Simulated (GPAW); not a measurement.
# Optical response of CdS (Hawleyite)

Wanted: where CdS (Hawleyite) starts to absorb, how strongly, and its refractive index.

Main program and level: GPAW 26.7.0; DFT, PBE, plane-wave PAW (GPAW data sets), scalar-relativistic, RPA, optical limit.

This is a report of a sequence of runs, with most program output left out.

### Step 1. The structure

The structure is cubic, space group F-43m (No. 216). The conventional cell has a = 5.833 Å, b = 5.833 Å, c = 5.833 Å, α = 90.00°, β = 90.00°, γ = 90.00°. Cd has 4 S at 2.53 Å nearest. S has 4 Cd at 2.53 Å nearest. Farther neighbours and most contacts between anions are not listed.

### Step 2. Ground state

First the ground state: is it a metal or has it a gap?

This step: DFT, PBE, plane-wave PAW (GPAW data sets), scalar-relativistic, ground state (GPAW 26.7.0).

gs.py

```python
from ase import Atoms
from ase.dft.bandgap import bandgap
from gpaw import GPAW, PW, FermiDirac

atoms = Atoms(['Cd', 'S'],
              cell=[[0.000000000000, 2.916500000000, 2.916500000000],
                    [2.916500000000, 0.000000000000, 2.916500000000],
                    [2.916500000000, 2.916500000000, 0.000000000000]],
              scaled_positions=[[0.000000000000, 0.000000000000, 0.000000000000],
                                [0.750000000000, 0.750000000000, 0.750000000000]],
              pbc=[True, True, True])
atoms.calc = GPAW(mode=PW(500), xc='PBE', kpts={'size': (7, 7, 7), 'gamma': True},
                  occupations=FermiDirac(0.05), maxiter=150, txt='gs.txt')
print('energy (eV)', atoms.get_potential_energy())
print('Fermi level (eV)', atoms.calc.get_fermi_level())
print('valence electrons', atoms.calc.get_number_of_electrons())
print('gap (eV)', bandgap(atoms.calc, output=None)[0])
print('direct gap (eV)', bandgap(atoms.calc, direct=True, output=None)[0])
atoms.calc.write('gs.gpw')
```

Launch:

```console
OMP_NUM_THREADS=1 python gs.py
```

It took 7 s on 1 thread of Arm Neoverse V2, shared host; peak memory 0.14 GiB.

Read-outs, printed or worked out from the files:

```
energy                 : -6.318 eV
Fermi energy           : 4.198 eV
gap on the k-mesh      : 1.127 eV
direct gap on the mesh : 1.127 eV
electrons              : 18
```

There is a gap, 1.13 eV on this mesh (points off the mesh can give less), so no carriers' term is needed.

### Step 3. Bands for the response

At the fixed density, many empty bands are solved on the mesh of the response, since the spectrum sums over them.

This step: DFT, PBE, plane-wave PAW (GPAW data sets), scalar-relativistic, bands at fixed density (GPAW 26.7.0).

nscf.py

```python
from ase.dft.bandgap import bandgap
from gpaw import GPAW, FermiDirac

calc = GPAW('gs.gpw').fixed_density(kpts={'size': (10, 10, 10), 'gamma': True}, nbands=40, convergence={'bands': 34},
                                    occupations=FermiDirac(0.001), txt='nscf.txt')
print('gap (eV)', bandgap(calc, output=None)[0])
print('direct gap (eV)', bandgap(calc, direct=True, output=None)[0])
print('top band over the Fermi level (eV)', min(calc.get_eigenvalues(kpt=k)[33] for k in range(len(calc.get_ibz_k_points()))) - calc.get_fermi_level())
calc.write('full.gpw', mode='all')
```

Launch:

```console
OMP_NUM_THREADS=1 python nscf.py
```

Run time: 70 s. Hardware: 1 thread; peak memory 0.19 GiB.

### Step 4. Dielectric function, RPA

Transitions between filled and empty bands, summed over the zone, give the optical response, so mesh, band count and broadening shape it.

The induced potential is part of this response.

This step: DFT, PBE, plane-wave PAW (GPAW data sets), scalar-relativistic, RPA, optical limit (GPAW 26.7.0).

df.py

```python
from gpaw.response.df import DielectricFunction

df = DielectricFunction('full.gpw', frequencies={'type': 'nonlinear', 'domega0': 0.03, 'omega2': 8},
                        ecut=50,
                        eta=0.15,
                        nbands=34,
                        txt='df.txt')
for direction in ['x']:
    df.get_dielectric_function(xc='RPA', direction=direction, filename=f'df_{direction}.csv')
```

Launch:

```console
OMP_NUM_THREADS=1 python df.py
```

Elapsed: 8.6 s, on 1 thread; peak memory 0.27 GiB.

Numbers from this step:

* electronic dielectric constant ε∞, mean over x, y and z (by symmetry where fewer were run): 5.934

Some rows of df_x.csv (energy; Re and Im without local fields; Re and Im with them):

```text
0.000000, 6.552852, -0.000000, 5.933894, 0.000000
0.429336, 6.659388, 0.085150, 6.037686, 0.083335
0.878195, 7.130035, 0.422934, 6.500922, 0.422009
1.347938, 6.579806, 0.681117, 5.912091, 0.679538
1.840057, 6.881488, 2.395826, 6.196973, 2.398997
2.356191, 6.908828, 1.603076, 6.132706, 1.577980
2.898142, 7.082284, 2.464316, 6.218451, 2.393292
3.467895, 6.917042, 3.020566, 5.912536, 2.856429
4.067647, 6.400140, 4.260070, 5.307495, 3.954139
4.699832, 5.132701, 3.824971, 3.757381, 3.555800
5.367152, 5.838534, 5.466609, 4.169090, 4.497700
6.072622, 2.575432, 8.597616, 1.948739, 6.443813
6.819608, 1.748415, 6.036217, 1.194082, 4.038290
7.611886, -1.082637, 7.740561, 0.912467, 5.505433
8.453705, -2.644245, 4.159120, -1.032390, 4.315623
9.349861, -1.533788, 2.277682, -0.983152, 2.320473
10.305790, -0.804680, 1.706587, -0.417832, 1.589184
11.327680, -0.456131, 1.660787, -0.009769, 1.368058
12.422601, -0.453166, 1.219329, -0.008510, 1.203681
13.598673, -0.089491, 0.860893, 0.163441, 0.843875
```

The Im ε, E ∥ x has structure finer than the step of the table below, so its rows give means over 0.25 eV, whole bins alone (the curve runs from 0 to 14.0 eV). Peaks (eV: height): 1.840: 2.40, 3.850: 5.17, 4.245: 5.26, 6.021: 6.60, 7.670: 5.51.

Sum at mesh points, not converged in k; values under the direct gap are tails of Lorentzian lines. The Im ε, E ∥ x by photon energy; means over each step:

```
photon energy (eV)  Im ε, E ∥ x
              0.25       0.0439
              0.50        0.107
              0.75        0.255
              1.00        0.863
              1.25        0.982
              1.50        0.715
              1.75         1.81
              2.00         1.73
              2.25         1.57
              2.50         1.76
              2.75         2.19
              3.00         2.62
              3.25         2.89
              3.50         2.91
              3.75         4.37
              4.00         4.35
              4.25         4.95
              4.50         4.47
              4.75         3.61
              5.00         4.37
              5.25         4.80
              5.50         5.05
              5.75         6.18
              6.00         6.48
              6.25         5.88
              6.50         4.92
              6.75         4.28
              7.00         4.36
              7.25         4.69
              7.50         5.13
              7.75         5.24
              8.00         4.72
              8.25         4.56
              8.50         4.19
              8.75         3.38
              9.00         2.71
              9.25         2.46
              9.50         2.20
              9.75         1.84
             10.00         1.67
             10.25         1.61
             10.50         1.55
             10.75         1.48
             11.00         1.49
             11.25         1.36
             11.50         1.49
             11.75         1.48
             12.00         1.28
             12.25         1.16
             12.50         1.21
             12.75         1.16
             13.00         1.04
             13.25        0.907
             13.50        0.851
             13.75        0.902
```

The reflectivity at normal incidence, E ∥ x has structure finer than the step of the table below, so its rows give means over 0.5 eV, whole bins alone (the curve runs from 0 to 14.0 eV). Peaks (eV: height): 1.77: 21.2, 3.81: 25.6, 4.24: 25.0, 6.07: 30.0, 8.77: 38.1, 11.87: 22.1.

Sum at mesh points, not converged in k. The reflectivity at normal incidence, E ∥ x by photon energy; means over each step:

```
photon energy (eV)  reflectivity at normal incidence, E ∥ x (%)
               0.5                                         17.9
               1.0                                         18.9
               1.5                                         19.0
               2.0                                         18.8
               2.5                                         19.3
               3.0                                         20.7
               3.5                                         21.9
               4.0                                         23.7
               4.5                                         21.8
               5.0                                         22.0
               5.5                                         24.5
               6.0                                         29.1
               6.5                                         27.2
               7.0                                         23.3
               7.5                                         27.3
               8.0                                         31.2
               8.5                                         35.5
               9.0                                         36.0
               9.5                                         33.8
              10.0                                         28.7
              10.5                                         24.0
              11.0                                         21.2
              11.5                                         18.9
              12.0                                         21.4
              12.5                                         18.3
              13.0                                         19.6
              13.5                                         14.8
```

The Im ε, E ∥ x has structure finer than the step of the table below, so its rows give means over 0.5 eV, whole bins alone (the curve runs from 0 to 14.0 eV). Peaks (eV: height): without local fields 3.85: 5.48, 4.24: 5.66, 5.97: 8.84, 7.55: 7.85; with local fields 1.84: 2.40, 3.85: 5.17, 4.24: 5.26, 6.02: 6.60, 7.67: 5.51.

Sum at mesh points, not converged in k; values under the direct gap are tails of Lorentzian lines. The Im ε, E ∥ x by photon energy; means over each step:

```
photon energy (eV)  without local fields  with local fields
               0.5                 0.118              0.116
               1.0                 0.805              0.809
               1.5                 0.903              0.897
               2.0                  1.82               1.82
               2.5                  1.80               1.76
               3.0                  2.69               2.61
               3.5                  3.38               3.16
               4.0                  4.94               4.62
               4.5                  4.68               4.42
               5.0                  5.00               4.30
               5.5                  6.53               5.20
               6.0                  8.44               6.34
               6.5                  6.89               5.00
               7.0                  6.86               4.36
               7.5                  7.44               5.11
               8.0                  5.72               4.77
               8.5                  3.99               4.13
               9.0                  2.67               2.78
               9.5                  2.13               2.17
              10.0                  1.78               1.68
              10.5                  1.70               1.54
              11.0                  1.65               1.45
              11.5                  1.66               1.47
              12.0                  1.23               1.29
              12.5                  1.15               1.19
              13.0                 0.918               1.04
              13.5                 0.856              0.868
```

The loss function −Im 1/ε at q → 0, E ∥ x has structure finer than the step of the table below, so its rows give means over 0.5 eV, whole bins alone (the curve runs from 0 to 14.0 eV). Peaks (eV: height): 13.51: 1.19.

Sum at mesh points, not converged in k; values under the direct gap are tails of Lorentzian lines. Loss function −Im 1/ε at q → 0, E ∥ x against energy loss; means over each step:

```
energy loss (eV)  loss function −Im 1/ε at q → 0, E ∥ x
             0.5                                0.00307
             1.0                                 0.0201
             1.5                                 0.0211
             2.0                                 0.0470
             2.5                                 0.0424
             3.0                                 0.0572
             3.5                                 0.0629
             4.0                                 0.0915
             4.5                                  0.125
             5.0                                  0.108
             5.5                                  0.114
             6.0                                  0.136
             6.5                                  0.194
             7.0                                  0.205
             7.5                                  0.185
             8.0                                  0.209
             8.5                                  0.225
             9.0                                  0.304
             9.5                                  0.385
            10.0                                  0.529
            10.5                                  0.621
            11.0                                  0.678
            11.5                                  0.680
            12.0                                  0.765
            12.5                                  0.837
            13.0                                  0.963
            13.5                                   1.13
```

At chosen wavelengths:

```
wavelength (nm)     n      k  R (%)     1/α
           1550  2.53  0.058   18.8  2.1 µm
            800  2.56  0.146   19.4  436 nm
            450  2.59  0.443   20.8   81 nm
            405  2.55  0.552   21.0   58 nm
            365  2.51  0.608   20.8   48 nm
            308  2.38  0.831   21.5   29 nm
            248  2.37  0.921   22.3   21 nm
```

Below the direct gap, k and the depth come from the tails of the Lorentzian lines, not from transitions.

Rows near the edge hang on the gap, which this functional as a rule makes too small, and phonon-assisted absorption is left out.

### Step 5. Outcome

* electronic dielectric constant ε∞, mean over x, y and z (by symmetry where fewer were run) (RPA): 5.93

At this level (PBE, RPA) CdS has ε∞ = 5.93 and n = 2.53 at 1550 nm. On the mesh the gap is 1.13 eV and the least direct gap 1.13 eV. Local fields change the static value along x from 6.55 to 5.93 (-9 %). Excitons and phonon-assisted transitions are missing; PBE gaps are as a rule too small, which pulls the onset down and ε∞ up. In this version of GPAW the matrix elements of the optical limit are incomplete, which can lower ε − 1 by up to a tenth where first-row anions or d states rule, and shift it by more in d metals. The sum runs over mesh points 0.19 Å⁻¹ apart with no interpolation, so peaks are partly noise of the mesh; over so small a direct gap single mesh points weigh heavily, so ε∞, n and their changes from run to run can be far off.

[Machine, clock and banner lines and Python warnings are left out of the logs.]

[Logs are printed without paths, hosts, clocks, repeated set-up lines and the standing remarks that a program may print on its own settings, such as how far it seeks lower states.]

[Hosts, paths, dates, database ids (printed as entryN), source tags and the programs' standing remarks are cut or masked in the printed files.]
